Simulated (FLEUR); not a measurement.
**TiAu: energy against a fixed spin moment**

Aim: the energy of TiAu as a function of its total spin moment.

Calculated with FLEUR MaX-R8.1; PBEsol; all-electron FLAPW, Dirac cores, scalar-relativistic bands.

## 1. Starting point

The structure is cubic, space group Pm-3m (No. 221). Conventional cell: a = 3.254 Å, b = 3.254 Å, c = 3.254 Å, α = 90.00°, β = 90.00°, γ = 90.00°. Nearest to Ti lie 8 Au at 2.82 Å. Nearest to Au lie 8 Ti at 2.82 Å. Farther neighbours are not listed.

## 2. Unconstrained state

The free run tells which range of moments is worth scanning.

inpgen writes inp.xml from crystal.txt; cutoffs, mixing, functional, smearing and local orbitals are then set in the file. The k list default-1 (kpts.xml, not shown) is a Γ-centred 8×8×8 mesh; where the ranks do not divide the number of points, some are split in two of half the weight.

Contents of inp.xml:

```
<?xml version="1.0" encoding="UTF-8" standalone="no"?>
<fleurInput fleurInputVersion="0.39">
   <comment>
      TiAu
   </comment>
   <calculationSetup>
      <cutoffs Kmax="3.6" Gmax="10.8" GmaxXC="10.8" numbands="0"/>
      <scfLoop itmax="90" minDistance="0.00002" maxIterBroyd="15" imix="Anderson" alpha="0.05" precondParam="0.0" spinf="2.0" sdNocoIR="T"/>
      <coreElectrons ctail="T" frcor="F" kcrel="0" coretail_lmax="0"/>
      <xcFunctional name="PBEs" relativisticCorrections="F"/>
      <magnetism jspins="2"/>
      <soc l_soc="F" theta="0.0" phi="0.0" spav="F"/>
      <expertModes spex="0" secvar="F"/>
      <geometryOptimization l_f="F" forcealpha="1.0" forcemix="BFGS" epsdisp="0.00001" epsforce="0.00001"/>
      <ldaU l_linMix="F" mixParam="0.05" spinf="1.0"/>
   </calculationSetup>
   <cell>
      <bzIntegration valenceElectrons="29.0" mode="hist" fermiSmearingEnergy="0.00110248">
         <kPointListSelection listName="default-1"/>
         <xi:include xmlns:xi="http://www.w3.org/2001/XInclude" href="kpts.xml"> </xi:include>
      </bzIntegration>
      <xi:include xmlns:xi="http://www.w3.org/2001/XInclude" href="sym.xml"> </xi:include>
      <bulkLattice scale="1.0">
         <bravaisMatrix>
            <row-1>    6.1491688094483994     0.0000000000000000     0.0000000000000000</row-1>
            <row-2>    0.0000000000000000     6.1491688094483994     0.0000000000000000</row-2>
            <row-3>    0.0000000000000000     0.0000000000000000     6.1491688094483994</row-3>
         </bravaisMatrix>
      </bulkLattice>
   </cell>
   <atomSpecies>
      <species name="Titanium (1.001" element="Ti" atomicNumber="22">
         <mtSphere radius="2.6" gridPoints="859" logIncrement="0.014"/>
         <atomicCutoffs lmax="10" lnonsphr="8"/>
         <electronConfig flipSpins="F">
            <coreConfig>(1s1/2) (2s1/2) (2p1/2) (2p3/2)</coreConfig>
            <valenceConfig>(3s1/2) (3p1/2) (3p3/2) (4s1/2) (3d3/2) (3d5/2)</valenceConfig>
            <stateOccupation state="(3d3/2)" spinUp="0.4" spinDown="0.4"/>
            <stateOccupation state="(3d5/2)" spinUp="1.1005" spinDown="0.0995"/>
         </electronConfig>
         <energyParameters s="4" p="4" d="3" f="4"/>
         <lo type="SCLO" l="0" n="3" eDeriv="0"/>
         <lo type="SCLO" l="1" n="3" eDeriv="0"/>
      </species>
      <species name="Gold (Au)" element="Au" atomicNumber="79">
         <mtSphere radius="2.6" gridPoints="859" logIncrement="0.016"/>
         <atomicCutoffs lmax="10" lnonsphr="8"/>
         <electronConfig flipSpins="F">
            <coreConfig>(1s1/2) (2s1/2) (2p1/2) (2p3/2) (3s1/2) (3p1/2) (3p3/2) (4s1/2) (3d3/2) (3d5/2) (4p1/2) (4p3/2) (5s1/2) (4d3/2) (4d5/2) (4f5/2) (4f7/2)</coreConfig>
            <valenceConfig>(5p1/2) (5p3/2) (6s1/2) (5d3/2) (5d5/2)</valenceConfig>
            <stateOccupation state="(6s1/2)" spinUp="0.500000" spinDown="0.500000"/>
         </electronConfig>
         <energyParameters s="6" p="6" d="5" f="5"/>
         <lo type="SCLO" l="1" n="5" eDeriv="0"/>
      </species>
   </atomSpecies>
   <atomGroups>
      <atomGroup species="Titanium (1.001">
         <relPos label="                   1">1.000/2.000 1.000/2.000 1.000/2.000</relPos>
         <force calculate="T" relaxXYZ="TTT"/>
      </atomGroup>
      <atomGroup species="Gold (Au)">
         <relPos label="                   2">.0000000000 .0000000000 .0000000000</relPos>
         <force calculate="T" relaxXYZ="TTT"/>
      </atomGroup>
   </atomGroups>
   <output dos="F" band="F" slice="F">
      <bandDOS minEnergy="-.5*Htr" maxEnergy="0.5*Htr" sigma="0.015" storeEVData="T"/>
      <plotting iplot="0" polar="F">
         <plot TwoD="T" vec1="  1.0  0.0  0.0" vec2="  0.0  1.0  0.0" vec3="  0.0  0.0  1.0" zero="  0.0  0.0  0.0" file="plot"/>
      </plotting>
      <moessbauerParams electricFieldGradient="F" isomerShift="F" coreHyperfine="F" valenceHyperfine="F"/>
   </output>
</fleurInput>
```

Contents of crystal.txt:

```
TiAu
&input film=F cartesian=F /
3.25400000000  0.00000000000  0.00000000000
0.00000000000  3.25400000000  0.00000000000
0.00000000000  0.00000000000  3.25400000000
1.8897261246
1.0 1.0 1.0

2
22 0.50000000000  0.50000000000  0.50000000000 : 1.001
79 0.00000000000  0.00000000000  0.00000000000

&kpt div1=8 div2=8 div3=8 gamma=T /
```

Command:

```console
> OMP_NUM_THREADS=1 inpgen -f crystal.txt > inpgen.log  # inp.xml is then edited as shown
> OMP_NUM_THREADS=1 mpirun -n 4 fleur_MPI > fleur.log
```

The program printed:

```text
Welcome to FLEUR        (www.flapw.de)
      MaX-Release 8.1          (www.max-centre.eu)

 ========== k-point set info ==========
 Selected k-point list: default-1
 k-point list type: mesh
 0 x 0 x 0
 Number of k points: 36

 ------------Calculation Setup---------------------------
 Number of MPI-tasks      :            4
 Number of PE/node        :            4
 Number of OMP-threads    :            1
 k-points in parallel     :            4
 pe's per k-point         :            1
 No of k-point loops      :            9
 Eigenvalue solver        :       lapack
 Number of basis functions:          204
 Approximate size of matrices (H+S) per k-point:         0.001 GB
 --------------------------------------------------------
 Iteration:     1   Distance:      20.70406155 me/bohr^3
 Iteration:     2   Distance:      16.22547590 me/bohr^3
 Iteration:     3   Distance:       8.29735782 me/bohr^3
 Iteration:     4   Distance:       5.81917462 me/bohr^3
 Iteration:     5   Distance:       3.69283966 me/bohr^3
 Iteration:     6   Distance:       2.51496857 me/bohr^3
 Iteration:     7   Distance:       1.70894997 me/bohr^3
 Iteration:     8   Distance:       1.37766365 me/bohr^3
 Iteration:     9   Distance:       0.58584070 me/bohr^3
 Iteration:    10   Distance:       0.66709205 me/bohr^3
 Iteration:    11   Distance:       0.38720506 me/bohr^3
 Iteration:    12   Distance:       0.26105154 me/bohr^3
 Iteration:    13   Distance:       0.17750213 me/bohr^3
 Iteration:    14   Distance:       0.21061045 me/bohr^3
 Iteration:    15   Distance:       0.05095735 me/bohr^3
 Iteration:    16   Distance:       0.04988994 me/bohr^3
 Iteration:    17   Distance:       0.01096462 me/bohr^3
 Iteration:    18   Distance:       0.00982202 me/bohr^3
 Iteration:    19   Distance:       0.00630651 me/bohr^3
 Iteration:    20   Distance:       0.00419104 me/bohr^3
 Iteration:    21   Distance:       0.00328438 me/bohr^3
 Iteration:    22   Distance:       0.00322936 me/bohr^3
 Iteration:    23   Distance:       0.00220819 me/bohr^3
 Iteration:    24   Distance:       0.00026410 me/bohr^3
 Iteration:    25   Distance:       0.00036965 me/bohr^3
 Iteration:    26   Distance:       0.00011335 me/bohr^3
 Iteration:    27   Distance:       0.00002115 me/bohr^3
 Iteration:    28   Distance:       0.00002057 me/bohr^3
 Iteration:    29   Distance:       0.00000381 me/bohr^3

 ********************************************************************
 Run finished successfully
 Stop message:
   all done
 ********************************************************************

--- out.xml (last complete iteration) ---
<iteration numberForCurrentRun="   29" overallNumber="   29">
         [... left out ...]
         <bandgap value="0.0118254492" units="eV"/>
         <sumValenceSingleParticleEnergies value="-16.1187886696" units="Htr"/>
         <FermiEnergy value="0.3605268467" units="Htr"/>
         <valenceDensity>
            <mtCharges spin="1">
               <mtCharge atomType="1" total="5.7404810" s="1.1517442" p="3.1646854" d="1.3971113" f="0.0197993"/>
               <mtCharge atomType="2" total="7.9899675" s="0.3731519" p="3.2427840" d="4.3564344" f="0.0138310"/>
            </mtCharges>
            <mtCharges spin="2">
               <mtCharge atomType="1" total="4.9435928" s="1.1454377" p="3.1385612" d="0.6340698" f="0.0188221"/>
               <mtCharge atomType="2" total="7.8952128" s="0.3826683" p="3.2182025" d="4.2851911" f="0.0068904"/>
            </mtCharges>
            <spinDependentCharge spin="1" total="15.0213779" interstitial="1.2909294" mtSpheres="13.7304485"/>
            <spinDependentCharge spin="2" total="13.9786221" interstitial="1.1398165" mtSpheres="12.8388056"/>
            <totalCharge value="28.9999999999"/>
         </valenceDensity>
         [... left out ...]
         <allElectronCharges>
            <spinDependentCharge spin="1" total="51.0213779" interstitial="1.2911098" mtSpheres="49.7302681"/>
            <spinDependentCharge spin="2" total="49.9786221" interstitial="1.1399969" mtSpheres="48.8386252"/>
            <totalCharge value="100.9999999872"/>
         </allElectronCharges>
         <magneticMomentsInMTSpheres units="muBohr">
            <globalMagMoment atomType="1" vec="0.00000   0.00000   0.79689"/>
            <localMagMoment atomType="1" vec="0.00000   0.00000   0.79689"/>
            <globalMagMoment atomType="2" vec="0.00000   0.00000   0.09475"/>
            <localMagMoment atomType="2" vec="0.00000   0.00000   0.09475"/>
         </magneticMomentsInMTSpheres>
         <moessbauerParams unitsHFF="kG" unitsIS="e/bohr^3" unitsEFG="Htr/bohr^2">
         </moessbauerParams>
         <totalEnergy value="   -19895.5579563119" units="Htr">
            <sumOfEigenvalues value="   -12207.8729233535">
               <coreElectrons value="-12191.7541346839"/>
               <valenceElectrons value="-16.1187886696"/>
            </sumOfEigenvalues>
            <densityCoulombPotentialIntegral value="-34420.6689132761"/>
            <densityEffectivePotentialIntegral value="-34949.0598833686"/>
            <chargeDenXCDenIntegral value="-401.4031634646"/>
            <FockExchangeEnergyValence value="0.0000000000"/>
            <FockExchangeEnergyCore value="0.0000000000"/>
            <atomTypeDependentContributions atomType="1">
               <electronNucleiInteractionDifferentMTs value="1011.3772442317"/>
               <MadelungTerm value="-9.2871303811"/>
            </atomTypeDependentContributions>
            <atomTypeDependentContributions atomType="2">
               <electronNucleiInteractionDifferentMTs value="23973.0880160379"/>
               <MadelungTerm value="-31.2549055736"/>
            </atomTypeDependentContributions>
            <tkbTimesEntropy value="0.0002275030"/>
            <freeEnergy value="-19895.5581838149"/>
            <extrapolationTo0K value="-19895.5580700634"/>
         </totalEnergy>
         <densityConvergence units="me/bohr^3">
            <chargeDensity spin="1" distance="0.0000025102"/>
            <chargeDensity spin="2" distance="0.0000013743"/>
            <overallChargeDensity distance="0.0000013594"/>
            <spinDensity distance="0.0000038120"/>
         </densityConvergence>
      </iteration>
```

Elapsed: 19 s, on 4 MPI ranks of Intel Xeon Platinum 8488C (Sapphire Rapids), shared host; peak memory 0.26 GiB; 73 s of CPU time.

Numbers from this step:

```
free energy                                                       : -541385.7183 eV
program's band gap on this mesh (in a metal only a level spacing) : 0.01183 eV
magnetization                                                     : 1.043 μB
final state                                                       : ferromagnetic
largest moment                                                    : 0.7969 μB
```

After 29 cycles the largest moment stands at 0.797 μB.

## 3. No spin polarisation

Changes to inp.xml since step 2:

```diff
@@ -10,3 +10,3 @@
       <xcFunctional name="PBEs" relativisticCorrections="F"/>
-      <magnetism jspins="2"/>
+      <magnetism jspins="1"/>
       <soc l_soc="F" theta="0.0" phi="0.0" spav="F"/>
@@ -31,3 +31,3 @@
    <atomSpecies>
-      <species name="Titanium (1.001" element="Ti" atomicNumber="22">
+      <species name="Titanium (Ti)" element="Ti" atomicNumber="22">
          <mtSphere radius="2.6" gridPoints="859" logIncrement="0.014"/>
@@ -37,4 +37,4 @@
             <valenceConfig>(3s1/2) (3p1/2) (3p3/2) (4s1/2) (3d3/2) (3d5/2)</valenceConfig>
-            <stateOccupation state="(3d3/2)" spinUp="0.4" spinDown="0.4"/>
-            <stateOccupation state="(3d5/2)" spinUp="1.1005" spinDown="0.0995"/>
+            <stateOccupation state="(3d3/2)" spinUp="0.400000" spinDown="0.400000"/>
+            <stateOccupation state="(3d5/2)" spinUp="0.600000" spinDown="0.600000"/>
          </electronConfig>
@@ -57,3 +57,3 @@
    <atomGroups>
-      <atomGroup species="Titanium (1.001">
+      <atomGroup species="Titanium (Ti)">
          <relPos label="                   1">1.000/2.000 1.000/2.000 1.000/2.000</relPos>
```

Changes to crystal.txt since step 2:

```diff
@@ -9,3 +9,3 @@
 2
-22 0.50000000000  0.50000000000  0.50000000000 : 1.001
+22 0.50000000000  0.50000000000  0.50000000000
 79 0.00000000000  0.00000000000  0.00000000000
```

The program printed:

```text
[banner, memory and clock lines left out]
Welcome to FLEUR        (www.flapw.de)
      MaX-Release 8.1          (www.max-centre.eu)

 ========== k-point set info ==========
 Selected k-point list: default-1
 k-point list type: mesh
 0 x 0 x 0
 Number of k points: 36

 [... set-up left out ...]
 Iteration:     1   Distance:      21.94337054 me/bohr^3
 Iteration:     2   Distance:      17.43527787 me/bohr^3
 Iteration:     3   Distance:       8.80060358 me/bohr^3
 Iteration:     4   Distance:       6.17353790 me/bohr^3
 Iteration:     5   Distance:       3.75912098 me/bohr^3
 Iteration:     6   Distance:       3.51416313 me/bohr^3
 Iteration:     7   Distance:       2.16439854 me/bohr^3
 Iteration:     8   Distance:       0.53774628 me/bohr^3
[... lines left out ...]
 Iteration:    14   Distance:       0.00066204 me/bohr^3
 Iteration:    15   Distance:       0.00050068 me/bohr^3
 Iteration:    16   Distance:       0.00038313 me/bohr^3
 Iteration:    17   Distance:       0.00015591 me/bohr^3
 Iteration:    18   Distance:       0.00006936 me/bohr^3
 Iteration:    19   Distance:       0.00001422 me/bohr^3

 ********************************************************************
 Run finished successfully
 Stop message:
   all done
 ********************************************************************

--- out.xml (last complete iteration) ---
<iteration numberForCurrentRun="   19" overallNumber="   19">
         [... left out ...]
         <bandgap value="0.0085975811" units="eV"/>
         <sumValenceSingleParticleEnergies value="-16.1560685732" units="Htr"/>
         <FermiEnergy value="0.3625330064" units="Htr"/>
         [... left out ...]
         <totalEnergy value="   -19895.5568537390" units="Htr">
            <sumOfEigenvalues value="   -12208.0661784231">
               <coreElectrons value="-12191.9101098499"/>
               <valenceElectrons value="-16.1560685732"/>
            </sumOfEigenvalues>
         [... left out ...]
            <freeEnergy value="-19895.5573590745"/>
            <extrapolationTo0K value="-19895.5571064068"/>
         </totalEnergy>
         <densityConvergence units="me/bohr^3">
            <chargeDensity spin="1" distance="0.0000142167"/>
         </densityConvergence>
      </iteration>
```

It took 8.6 s on 4 MPI ranks; peak memory 0.24 GiB.

This step gave:

```
free energy                                                       : -541385.6959 eV
program's band gap on this mesh (in a metal only a level spacing) : 0.008598 eV
final state                                                       : non-magnetic (no spin polarisation)
```

Its energy lies +22.4 meV a cell from the free run's.

## 4. Moment fixed at 1.027 μB

Two Fermi energies hold the total moment; the run starts from the free run's density.

Changes to inp.xml since step 3:

```diff
@@ -10,3 +10,3 @@
       <xcFunctional name="PBEs" relativisticCorrections="F"/>
-      <magnetism jspins="1"/>
+      <magnetism jspins="2" fixed_moment="1.027"/>
       <soc l_soc="F" theta="0.0" phi="0.0" spav="F"/>
@@ -31,3 +31,3 @@
    <atomSpecies>
-      <species name="Titanium (Ti)" element="Ti" atomicNumber="22">
+      <species name="Titanium (1.001" element="Ti" atomicNumber="22">
          <mtSphere radius="2.6" gridPoints="859" logIncrement="0.014"/>
@@ -37,4 +37,4 @@
             <valenceConfig>(3s1/2) (3p1/2) (3p3/2) (4s1/2) (3d3/2) (3d5/2)</valenceConfig>
-            <stateOccupation state="(3d3/2)" spinUp="0.400000" spinDown="0.400000"/>
-            <stateOccupation state="(3d5/2)" spinUp="0.600000" spinDown="0.600000"/>
+            <stateOccupation state="(3d3/2)" spinUp="0.4" spinDown="0.4"/>
+            <stateOccupation state="(3d5/2)" spinUp="1.1005" spinDown="0.0995"/>
          </electronConfig>
@@ -57,3 +57,3 @@
    <atomGroups>
-      <atomGroup species="Titanium (Ti)">
+      <atomGroup species="Titanium (1.001">
          <relPos label="                   1">1.000/2.000 1.000/2.000 1.000/2.000</relPos>
```

Command:

```console
> OMP_NUM_THREADS=1 mpirun -n 4 fleur_MPI > fleur.log
```

The program printed:

```text
[banner, memory and clock lines left out]
Welcome to FLEUR        (www.flapw.de)
      MaX-Release 8.1          (www.max-centre.eu)

 ========== k-point set info ==========
 Selected k-point list: default-1
 k-point list type: mesh
 0 x 0 x 0
 Number of k points: 36

 [... set-up left out ...]
 Iteration:     1   Distance:       0.12946171 me/bohr^3
 Iteration:     2   Distance:       0.12305211 me/bohr^3
 Iteration:     3   Distance:       0.03365924 me/bohr^3
 Iteration:     4   Distance:       0.01199038 me/bohr^3
 Iteration:     5   Distance:       0.00806722 me/bohr^3
 Iteration:     6   Distance:       0.00663465 me/bohr^3
 Iteration:     7   Distance:       0.00129841 me/bohr^3
 Iteration:     8   Distance:       0.00045092 me/bohr^3
 Iteration:     9   Distance:       0.00022182 me/bohr^3
 Iteration:    10   Distance:       0.00023344 me/bohr^3
 Iteration:    11   Distance:       0.00005864 me/bohr^3
 Iteration:    12   Distance:       0.00000600 me/bohr^3

 ********************************************************************
 Run finished successfully
 Stop message:
   all done
 ********************************************************************

--- out.xml (last complete iteration) ---
<iteration numberForCurrentRun="   12" overallNumber="   41">
         [... left out ...]
         <bandgap value="0.0012516555" units="eV"/>
         <sumValenceSingleParticleEnergies value="-7.9538252207" units="Htr"/>
         <bandgap value="0.0108954252" units="eV"/>
         <sumValenceSingleParticleEnergies value="-16.1199016335" units="Htr"/>
         <FermiEnergy value="0.3606785952" units="Htr"/>
         <FixedTotalMoment fermiEnergyUp="0.3603996120" fermiEnergyDown="0.3606785952" units="Htr"/>
         [... left out ...]
         <magneticMomentsInMTSpheres units="muBohr">
            <globalMagMoment atomType="1" vec="0.00000   0.00000   0.78548"/>
            <globalMagMoment atomType="2" vec="0.00000   0.00000   0.09324"/>
         </magneticMomentsInMTSpheres>
         [... left out ...]
         <totalEnergy value="   -19895.5579403644" units="Htr">
            <sumOfEigenvalues value="   -12207.8773900688">
               <coreElectrons value="-12191.7574884352"/>
               <valenceElectrons value="-16.1199016335"/>
            </sumOfEigenvalues>
         [... left out ...]
            <freeEnergy value="-19895.5581838742"/>
            <extrapolationTo0K value="-19895.5580621193"/>
         </totalEnergy>
         <densityConvergence units="me/bohr^3">
            <chargeDensity spin="1" distance="0.0000021644"/>
            <chargeDensity spin="2" distance="0.0000043715"/>
            <overallChargeDensity distance="0.0000034090"/>
            <spinDensity distance="0.0000059974"/>
         </densityConvergence>
      </iteration>
```

The job ended after 8.2 s (4 MPI ranks; peak memory 0.26 GiB; 32 s of CPU time).

Read from the output:

- magnetization: 1.027 μB

Its energy lies -0.0 meV a cell from the free run's.

[end of part 1 of 2]

[Logs and program files are shortened in this print: banners, set-up blocks, solver, clock and traceback lines can be left out without a mark of their own.]

[Logs are printed without paths, hosts, clocks, repeated set-up lines and the standing remarks that a program may print on its own settings, such as how far it seeks lower states.]

[Hosts, paths, dates, database ids (printed as entryN), source tags and the programs' standing remarks are cut or masked in the printed files.]

[Where a cell is said to come from a database of computed structures, the database is the Materials Project.]
